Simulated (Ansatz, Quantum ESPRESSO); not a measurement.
# Lattice dynamics of SrOs (Pm-3m) in two programs

Aim: the phonon dispersion of SrOs (Pm-3m), checked by a second program.

Program: Quantum ESPRESSO 7.5. Level of theory: DFT LDA, scalar-relativistic, plane waves, JTH PAW pseudopotentials. Results are calculated unless marked as measured.

Most raw output is cut from this account.

The structure was built from a prototype and need not be the compound's stable phase.

### Step 1. The structure

Symmetry: Pm-3m, No. 221, cubic system. Conventional cell: a = 4.034 Å, b = 4.034 Å, c = 4.034 Å, α = 90.00°, β = 90.00°, γ = 90.00°. Nearest to Os lie 8 Sr at 3.49 Å. Nearest to Sr lie 8 Os at 3.49 Å. Farther neighbours are not listed.

### Step 2. A first look

A cheap run with smearing and empty bands tells whether the crystal has a gap, which decides between fixed occupations and smearing later on.

The input, probe.in:

```
&CONTROL
  calculation = 'scf'
  prefix      = 'x'
  outdir      = './tmp'
  pseudo_dir  = './pseudo'
  tprnfor     = .true.
  tstress     = .true.
  verbosity   = 'high'
/
&SYSTEM
  ibrav       = 1
  celldm(1)   = 7.62311991
  nat         = 2
  ntyp        = 2
  ecutwfc     = 40.0
  ecutrho     = 200.0
  occupations = 'smearing'
  smearing    = 'gaussian'
  degauss     = 0.01
/
&ELECTRONS
  conv_thr         = 1.0d-07
  mixing_beta      = 0.7
  electron_maxstep = 100
/
ATOMIC_SPECIES
 Os    190.2300  Os.upf
 Sr     87.6200  Sr.upf
ATOMIC_POSITIONS crystal
 Os     0.000000000   0.000000000   0.000000000
 Sr     0.500000000   0.500000000   0.500000000
K_POINTS automatic
 4 4 4 0 0 0
```

Command:

```bash
OMP_NUM_THREADS=1 mpirun -n 4 pw.x -nk 4 -in probe.in > probe.out
```

It took 4.1 s on 4 MPI ranks of AMD EPYC 7R13 (Zen 3), shared host; 15 s of CPU time.

Read from the output:

```yaml
volume_per_atom: 32.82 Å³
pressure: -14.79 GPa
gap_on_the_k_mesh: 0 eV
```

No gap opens on this mesh, so smearing is kept; the start stands at -15 GPa.

### Step 3. Relaxation

The relaxation runs at a cutoff a fifth above that of the response, since stress converges more slowly with the basis than frequencies do. Forces and stress are brought to rest with tight thresholds.

The input, relax.in:

```
&CONTROL
  calculation   = 'vc-relax'
  prefix        = 'x'
  outdir        = './tmp'
  pseudo_dir    = './pseudo'
  tprnfor       = .true.
  tstress       = .true.
  forc_conv_thr = 2.0d-05
  etot_conv_thr = 1.0d-07
  nstep         = 40
/
&SYSTEM
  ibrav       = 1
  celldm(1)   = 7.62311991
  nat         = 2
  ntyp        = 2
  ecutwfc     = 48
  ecutrho     = 240.0
  occupations = 'smearing'
  smearing    = 'mv'
  degauss     = 0.02
/
&ELECTRONS
  conv_thr         = 1.0d-11
  mixing_beta      = 0.7
  electron_maxstep = 100
/
&IONS
/
&CELL
  press_conv_thr = 0.2
/
ATOMIC_SPECIES
 Os    190.2300  Os.upf
 Sr     87.6200  Sr.upf
ATOMIC_POSITIONS crystal
 Os     0.000000000   0.000000000   0.000000000
 Sr     0.500000000   0.500000000   0.500000000
K_POINTS automatic
 8 8 8 0 0 0
```

Command:

```bash
OMP_NUM_THREADS=1 mpirun -n 4 pw.x -nk 4 -in relax.in > relax.out
```

The job ended after 67 s (4 MPI ranks).

The steps of the relaxation:

```tsv
step	energy less that of the first step (eV)	largest force (eV/Å)	pressure (GPa)	volume (Å³)
1	0.0000	0.0000	-13.92	65.64
2	-0.3918	0.0000	-13.59	61.09
3	-0.9114	0.0000	-12.06	54.67
4	-1.4303	0.0000	-5.72	45.91
5	-1.4739	0.0000	4.54	40.13
6	-1.5013	0.0000	-0.58	42.49
7	-1.5019	0.0000	-0.05	42.21
8	-1.5019	0.0000	0.00	42.19
9	-1.5019	0.0000	0.00	42.19
10	-1.5005	0.0000	-0.02	42.19
```

```tsv
cell as run	before	after	change
a (Å)	4.034	3.481	-13.7 %
b (Å)	4.034	3.481	-13.7 %
c (Å)	4.034	3.481	-13.7 %
volume (Å³/atom)	32.82	21.09	-35.7 %
```

Final coordinates:

```
Os Sr
1.0
     3.48119    0.00000    0.00000
     0.00000    3.48119    0.00000
     0.00000    0.00000    3.48119
Os Sr
1 1
Direct
  0.00000 0.00000 0.00000
  0.50000 0.50000 0.50000
```

The last row of the table of steps is pw.x's closing run on a basis chosen anew for the final cell, so its energy can jump.

This step gave:

```
volume per atom : 21.09 Å³
pressure        : -0.019 GPa
```

The volume changes by -35.7 % from the cell with which this run began.

### Step 4. Self-consistent run for the response

The response is built on this ground state, so it is converged far tighter than an energy would need. Smearing stays on, as the first look found no gap above 0.3 eV.

The input, scf.in:

```
&CONTROL
  calculation = 'scf'
  prefix      = 'x'
  outdir      = './tmp'
  pseudo_dir  = './pseudo'
  tprnfor     = .true.
  tstress     = .true.
/
&SYSTEM
  ibrav       = 1
  celldm(1)   = 6.57848739
  nat         = 2
  ntyp        = 2
  ecutwfc     = 40.0
  ecutrho     = 200.0
  occupations = 'smearing'
  smearing    = 'mv'
  degauss     = 0.02
/
&ELECTRONS
  conv_thr         = 1.0d-12
  mixing_beta      = 0.7
  electron_maxstep = 100
/
ATOMIC_SPECIES
 Os    190.2300  Os.upf
 Sr     87.6200  Sr.upf
ATOMIC_POSITIONS crystal
 Os     0.000000000   0.000000000   0.000000000
 Sr     0.500000000   0.500000000   0.500000000
K_POINTS automatic
 8 8 8 0 0 0
```

Command:

```bash
OMP_NUM_THREADS=1 mpirun -n 4 pw.x -nk 4 -in scf.in > scf.out
```

Run time: 6.2 s. Hardware: 4 MPI ranks.

Numbers from this step:

```yaml
pressure: -0.05100 GPa
```

The cell stands at -0.051 GPa, close enough for phonons.

### Step 5. Linear response on the mesh

Linear response treats each wavevector in the unit cell, with no supercell; the 2×2×2 mesh fixes the range of the force constants to be had.

The input, ph.in:

```
phonons
&INPUTPH
  prefix       = 'x'
  outdir       = './tmp'
  fildyn       = 'x.dyn'
  tr2_ph       = 1.0d-18
  alpha_mix(1) = 0.4
  nmix_ph      = 8
  ldisp        = .true.
  nq1          = 2
  nq2          = 2
  nq3          = 2
/
```

Command:

```bash
OMP_NUM_THREADS=1 mpirun -n 4 ph.x -nk 4 -in ph.in > ph.out
```

Elapsed: 4.2 min, on 4 MPI ranks; 17 min of CPU time.

Read from the output:

```yaml
largest_acoustic_frequency_at_the_zone_centre_before_the_sum_rule: 1.47 cm⁻¹
highest_optical_zone_centre_mode_no_lo_to_term: 166.0 cm⁻¹
lowest_optical_zone_centre_mode: 166.0 cm⁻¹
lowest_mode_on_the_q_mesh_acoustic_ones_at_the_zone_centre_apart: -77.28 cm⁻¹
```

Frequencies (cm⁻¹) at each irreducible wavevector; negative means imaginary. Frequencies by wavevector:

```tsv
q (fractions)	star	mode 1	mode 2	mode 3	mode 4	mode 5	mode 6
0 0 0	1	1.47	1.47	1.47	166	166	166
0 0 -0.5	3	-36.89	63.13	63.13	121	121	180.2
0 -0.5 -0.5	3	-77.28	-77.28	92.76	113.9	186.5	186.5
-0.5 -0.5 -0.5	1	-63.38	-63.38	-63.38	161.5	161.5	161.5
```

The acoustic modes at Γ come out as far as 1.5 cm⁻¹ from zero, where they should vanish, a small numerical error.

### Step 6. Force constants in real space

The dynamical matrices of the mesh are Fourier-transformed to force constants in real space.

The input, q2r.in:

```
&INPUT
  fildyn = 'x.dyn'
  zasr   = 'simple'
  flfrc  = 'x.fc'
/
```

Command:

```bash
q2r.x < q2r.in > q2r.out
```

Run time: 0.7 s. Hardware: 1 thread.

### Step 7. Dispersion

From the force constants any wavevector is cheap; points of the mesh come back as solved, but for the sum rule and, in polar crystals, the LO-TO term at Γ; the rest is interpolation.

The input, matdyn.in:

```
&INPUT
  asr              = 'simple'
  flfrc            = 'x.fc'
  flfrq            = 'x.freq'
  flvec            = 'x.modes'
  q_in_band_form   = .true.
  q_in_cryst_coord = .true.
/
8
  0.0000000   0.0000000   0.0000000  12  ! GAMMA
  0.0000000   0.5000000   0.0000000  12  ! X
  0.5000000   0.5000000   0.0000000  12  ! M
  0.0000000   0.0000000   0.0000000  12  ! GAMMA
  0.5000000   0.5000000   0.5000000  12  ! R
  0.0000000   0.5000000   0.0000000   1  ! X
  0.5000000   0.5000000   0.5000000  12  ! R
  0.5000000   0.5000000   0.0000000   1  ! M
```

Command:

```bash
matdyn.x -in matdyn.in > matdyn.out
```

Run time: 0.68 s. Hardware: 1 thread.

Numbers from this step:

```
lowest frequency on the path : -77.29 cm⁻¹
```

Matdyn.x, sum rule simple. The phonon branches at the labelled points (cm⁻¹):

```tsv
point	branch 1	branch 2	branch 3	branch 4	branch 5	branch 6
Γ	0	0	0	166	166	166
halfway	20	33	33	148	148	170
X	-37	63	63	121	121	180
halfway	-65	-35	79	118	159	184
M	-77	-77	93	114	186	186
halfway	-55	46	55	136	156	172
Γ	0	0	0	166	166	166
halfway	-34	-34	36	153	161	161
R	-63	-63	-63	162	162	162
halfway	-71	-23	38	146	154	180
X	-37	63	63	121	121	180
jump to R	-63	-63	-63	162	162	162
halfway	-72	-72	48	140	175	175
M	-77	-77	93	114	186	186
```

Lowest modes at the softest wavevector of the mesh; phase exp(i q.(R + tau)). Modes at q = (0.500, 0.000, 0.500), with each element's share of the kinetic energy (negative means imaginary):

```tsv
mode	frequency (cm⁻¹)	Os %	Sr %
1	-77.3	92	8
2	-77.3	92	8
3	92.8	100	0
4	113.9	0	100
5	186.5	8	92
6	186.5	8	92
```

Displacements in mode 1 (-77.3 cm⁻¹), the largest set to 1, in the home cell:
```
Os1 0.00 0.00 1.00
Sr2 0.43 0.00 0.00
```

Displacements in mode 3 (92.8 cm⁻¹), the largest set to 1, in the home cell:
```
Os1 0.00 1.00 0.00
Sr2 0.00 0.00 0.00
```

Force constants by pair (phonopy on the run's constants); pairs near half the supercell's span include their periodic images. Pair force constants, by row:

```tsv
atom	neighbour	distance (Å)	third of the trace (eV/Å²)	along the pair's line (eV/Å²)
Os1	itself	0	1.263	–
Os1	Sr	3.015	-0.7594	-2.07
Os1	Os	3.481	1.211	3.155
Os1	Os	4.923	0.1234	-0.2252
Os1	Os	6.03	0.8089	0.8089
Sr2	itself	0	7.36	–
Sr2	Os	3.015	-0.7594	-2.07
Sr2	Sr	3.481	-0.4837	-2.438
Sr2	Sr	4.923	-0.0398	-0.0202
Sr2	Sr	6.03	0.2862	0.2862
```

Mode patterns, pair constants, displacements and means over the zone were worked out by phonopy from the force constants of q2r.x.

The path dips to 77i cm⁻¹.

### Step 8. Density of states

Sums over the zone need many more wavevectors than were solved, so the interpolation is sampled on a dense mesh.

The input, matdyn.in:

```
&INPUT
  asr    = 'simple'
  flfrc  = 'x.fc'
  dos    = .true.
  fldos  = 'x.dos'
  nk1    = 13
  nk2    = 13
  nk3    = 13
  deltaE = 0.3
/
```

Command:

```bash
matdyn.x -in matdyn.in > matdyn.out
```

Run time: 5.8 s. Hardware: 1 thread.

Read from the output:

* share of modes beyond 3i cm⁻¹ on the dense interpolated mesh: 0.261

The phonon density of states has structure finer than the step of the table below, so its rows give means over 5 cm⁻¹, whole bins alone (the curve runs from -76.8 to 186 cm⁻¹). Peaks (cm⁻¹: height): total -69.3: 0.0531, 56.7: 0.0468, 155.7: 0.0546, 181.2: 0.0909; Os -69.3: 0.0493, 56.7: 0.0439, 166.2: 0.00817; Sr 155.7: 0.0492, 181.2: 0.0857.

Tetrahedra. The phonon density of states by wavenumber; means over each step; values in 1/cm⁻¹/cell:

```tsv
wavenumber (cm⁻¹)	total	Os	Sr
-70	0.0483	0.0448	0.00351
-65	0.0483	0.0449	0.00341
-60	0.0380	0.0351	0.00291
-55	0.0313	0.0287	0.00262
-50	0.0278	0.0254	0.00242
-45	0.0228	0.0207	0.00213
-40	0.0180	0.0162	0.00182
-35	0.0132	0.0118	0.00146
-30	0.0114	0.0100	0.00132
-25	0.00958	0.00854	0.00103
-20	0.00783	0.00711	7.2e-4
-15	0.00679	0.00626	5.2e-4
-10	0.00631	0.00582	5.0e-4
-5	0.00637	0.00584	5.2e-4
0	0.00668	0.00611	5.8e-4
5	0.00719	0.00653	6.7e-4
10	0.00783	0.00699	8.4e-4
15	0.00961	0.00841	0.00120
20	0.0108	0.00945	0.00138
25	0.0116	0.0101	0.00151
30	0.0131	0.0114	0.00171
35	0.0157	0.0138	0.00191
40	0.0177	0.0157	0.00194
45	0.0222	0.0203	0.00191
50	0.0237	0.0219	0.00180
55	0.0396	0.0370	0.00263
60	0.0336	0.0316	0.00201
65	0.0200	0.0189	0.00104
70	0.0145	0.0138	6.9e-4
75	0.0120	0.0115	4.6e-4
80	0.00940	0.00913	2.7e-4
85	0.00693	0.00681	1.2e-4
90	0.00311	0.00309	2.0e-5
95	3.2e-5	3.2e-5	0
100	0	0	0
105	0	0	0
110	8.1e-6	0	8.1e-6
115	0.00541	6.5e-5	0.00534
120	0.0192	5.6e-4	0.0186
125	0.0287	0.00139	0.0273
130	0.0308	0.00217	0.0287
135	0.0333	0.00279	0.0305
140	0.0378	0.00347	0.0343
145	0.0424	0.00385	0.0386
150	0.0412	0.00402	0.0372
155	0.0502	0.00504	0.0452
160	0.0399	0.00388	0.0360
165	0.0505	0.00516	0.0453
170	0.0593	0.00563	0.0536
175	0.0617	0.00463	0.0570
180	0.0764	0.00464	0.0717
```

### Step 9. Modes with the sum rule

A rigid shift of the crystal must cost nothing, but grids and finite bases break this; the acoustic sum rule is imposed before the matrix is diagonalised again.

The input, dynmat.in:

```
&INPUT
  fildyn = 'x.dyn1'
  asr    = 'simple'
  fileig = 'dynmat.eig'
/
```

Command:

```bash
dynmat.x -in dynmat.in > dynmat.out
```

Wall time 0.68 s (1 thread).

This step gave:

- highest optical zone-centre mode (no LO-TO term): 165.9 cm⁻¹
- lowest optical zone-centre mode: 165.9 cm⁻¹

Unit eigenvectors of the mass-weighted matrix after the sum rule; no LO-TO term. Modes at Γ, with each element's share of the kinetic energy:

```tsv
mode	frequency (cm⁻¹)	symmetry	Os %	Sr %
1	0.0	acoustic	68	32
2	0.0	acoustic	68	32
3	0.0	acoustic	68	32
4	165.9	T1u	32	68
5	165.9	T1u	32	68
6	165.9	T1u	32	68
```

Displacements in mode 4 (165.9 cm⁻¹), the largest set to 1:
```
Os1  0.00  0.00 -0.46
Sr2  0.00  0.00  1.00
```

The rule moves no optical mode by more than 0.1 cm⁻¹.

### Step 10. Sum rules set otherwise: a sum rule for molecules or wires on a crystal

This rule also removes rotations, which suits wires and not a crystal; it is tried to see the harm.

The input, dynmat.in:

```
&INPUT
  fildyn = 'x.dyn1'
  asr    = 'one-dim'
  fileig = 'dynmat.eig'
/
```

Command:

```bash
dynmat.x -in dynmat.in > dynmat.out
```

Run time: 0.64 s. Hardware: 1 thread.

The program raised no error, yet the settings are not those of a careful run.

The fault: a sum rule for molecules or wires on a crystal; 1 optical mode is projected out to zero frequency, as if it were a rotation.

For a crystal the rule has to be 'simple' or 'crystal'.

Zone-centre frequencies as printed; negative means imaginary. Modes:

```tsv
mode	frequency (cm⁻¹)
1	0
2	0
3	0
4	0
5	165.9
6	165.9
```

### Step 11. Sum rules set otherwise (asr crystal)

The rule can be imposed in more than one way; the choices should agree where the raw error is small.

The input, dynmat.in:

```
&INPUT
  fildyn = 'x.dyn1'
  asr    = 'crystal'
  fileig = 'dynmat.eig'
/
```

Command:

```bash
dynmat.x -in dynmat.in > dynmat.out
```

The job ended after 0.64 s (1 thread).

Zone-centre frequencies as printed; negative means imaginary. Modes:

```tsv
mode	frequency (cm⁻¹)
1	0
2	0
3	0
4	165.9
5	165.9
6	165.9
```

Against the first rule no mode moves by more than 0.1 cm⁻¹.

### Step 12. The dispersion under another sum rule (asr crystal)

The sum rule corrects the force constants themselves, so it can shift branches at any wavevector, low ones most.

The input, matdyn.in:

```
&INPUT
  asr              = 'crystal'
  flfrc            = 'x.fc'
  flfrq            = 'x.freq'
  flvec            = 'x.modes'
  q_in_band_form   = .true.
  q_in_cryst_coord = .true.
/
8
  0.0000000   0.0000000   0.0000000   8  ! GAMMA
  0.0000000   0.5000000   0.0000000   8  ! X
  0.5000000   0.5000000   0.0000000   8  ! M
  0.0000000   0.0000000   0.0000000   8  ! GAMMA
  0.5000000   0.5000000   0.5000000   8  ! R
  0.0000000   0.5000000   0.0000000   1  ! X
  0.5000000   0.5000000   0.5000000   8  ! R
  0.5000000   0.5000000   0.0000000   1  ! M
```

Command:

```bash
matdyn.x -in matdyn.in > matdyn.out
```

Elapsed: 0.65 s, on 1 thread.

This step gave:

| Quantity | Value |
| --- | --- |
| lowest frequency on the path | -77.28 cm⁻¹ |

At the labelled points the branches move by no more than 0.2 cm⁻¹.

### Step 13. The same in Ansatz

The same cell goes through another code, with its own cutoff. The potentials differ. Its k mesh is centred on Γ.

This step: DFT LDA, scalar-relativistic, plane waves, PAW (Ansatz 0.2.0).

The input, input.yaml:

```yaml
crystal:
  lattice:
    - [3.4811856081, 0.0, 0.0]
    - [0.0, 3.4811856081, 0.0]
    - [0.0, 0.0, 3.4811856081]
  atoms:
    - { symbol: Os, position: [0.0, 0.0, 0.0] }
    - { symbol: Sr, position: [0.5, 0.5, 0.5] }
kpoints:
  mp_grid: { grid: [8, 8, 8] }
hamiltonian:
  xc: lda
scf:
  occupations: { method: cold, width: 0.27211 }
output:
  eigenvalues: true
phonons:
  method: dfpt
  qmesh: [2, 2, 2]
  temperatures: { t_max: 1000, t_step: 50 }
  qpath:
    path:
      - [[0.0, 0.0, 0.0], [0.0, 0.5, 0.0], [0.5, 0.5, 0.0], [0.0, 0.0, 0.0], [0.5, 0.5, 0.5], [0.0, 0.5, 0.0]]
      - [[0.5, 0.5, 0.5], [0.5, 0.5, 0.0]]
    npoints: 12
```

Command:

```bash
ansatz run input.yaml --threads 4 --pin off --max-ram 8192MiB --backend cpu --events-out ev --progress --plain --runs-dir out
```

It took 18 s on 4 threads; peak memory 0.63 GiB; 64 s of CPU time.

Numbers from this step:

| Quantity | Value |
| --- | --- |
| sum-rule residual before enforcement | 1.01e-4 eV/Å² |
| lowest frequency on the path | -77.58 cm⁻¹ |
| share of modes beyond 3i cm⁻¹ on the dense interpolated mesh | 0.267 |
| lowest mode on the q mesh (acoustic ones at the zone centre apart) | -77.58 cm⁻¹ |

### Step 14. The two compared: QE JTH and Ansatz, PAW

Worked out from the results:

```yaml
root_mean_square_difference: 0.28 cm⁻¹
largest_difference: 0.5 cm⁻¹
root_mean_square_difference_on_the_path: 0.3 cm⁻¹
largest_difference_on_the_path: 2.6 cm⁻¹
```

The 12 of 21 modes that differ most. Frequencies side by side:

```tsv
q (reciprocal lattice)	mode	QE JTH (cm⁻¹)	Ansatz, PAW (cm⁻¹)
0 0 -0.5	1	-36.89	-36.64
0 0 -0.5	2	63.13	62.82
0 0 -0.5	3	63.13	62.82
0 0 -0.5	4	121	121.5
0 0 -0.5	5	121	121.5
0 -0.5 -0.5	1	-77.28	-77.58
0 -0.5 -0.5	2	-77.28	-77.58
0 -0.5 -0.5	3	92.76	92.35
0 -0.5 -0.5	4	113.9	114.3
-0.5 -0.5 -0.5	1	-63.38	-63.65
-0.5 -0.5 -0.5	2	-63.38	-63.65
-0.5 -0.5 -0.5	3	-63.38	-63.65
```

At the solved wavevectors the largest difference (acoustic modes at Γ apart) is 0.3 % of the highest mode.

### Step 15. Results

| Property | Result |
| --- | --- |
| space group after relaxation | Pm-3m |
| volume per atom | 21.1 Å³ |
| highest optical zone-centre mode (no LO-TO term) | 165.9 cm⁻¹ |
| q mesh | 2×2×2 |
| lowest mode on the q mesh (acoustic ones at the zone centre apart) | -77.3 cm⁻¹ |
| imaginary modes on the q mesh | yes |
| largest difference from Ansatz, PAW | 0.5 cm⁻¹ |

SrOs (Pm-3m) is unstable: a mode solved on the 2×2×2 mesh is imaginary, 77i cm⁻¹; its spectrum reaches 187 cm⁻¹. At the LDA level the optical modes of SrOs (Pm-3m) at the zone centre lie at 166 cm⁻¹. The relaxation gained more than 0.3 eV an atom, so the start was far from this structure and its bonding may have changed. The most unstable solved mode lies at q = (0, -0.5, -0.5), on the zone boundary, so the distortion that it points to doubles the cell. QE JTH and Ansatz, PAW agree to 0.50 cm⁻¹ (0.3 % of the highest mode compared) on all solved modes but the acoustic ones at Γ, without the LO-TO term. These are harmonic frequencies at zero temperature: anharmonic shifts and linewidths and thermal expansion are left out. Spin-orbit coupling is left out, which can matter for the heavy elements here. In a metal the frequencies hang on the k mesh and the smearing, most of all near Kohn anomalies. The q mesh stands for a supercell only 7.0 Å across, so branches between the solved wavevectors are rough. The structure is a hypothetical one, built on a prototype.

[Host names and launcher messages were left out of these logs when they were recorded.]

[Logs are printed without paths, hosts, clocks, repeated set-up lines and the standing remarks that a program may print on its own settings, such as how far it seeks lower states.]

[Hosts, paths, dates, database ids (printed as entryN), source tags and the programs' standing remarks are cut or masked in the printed files.]
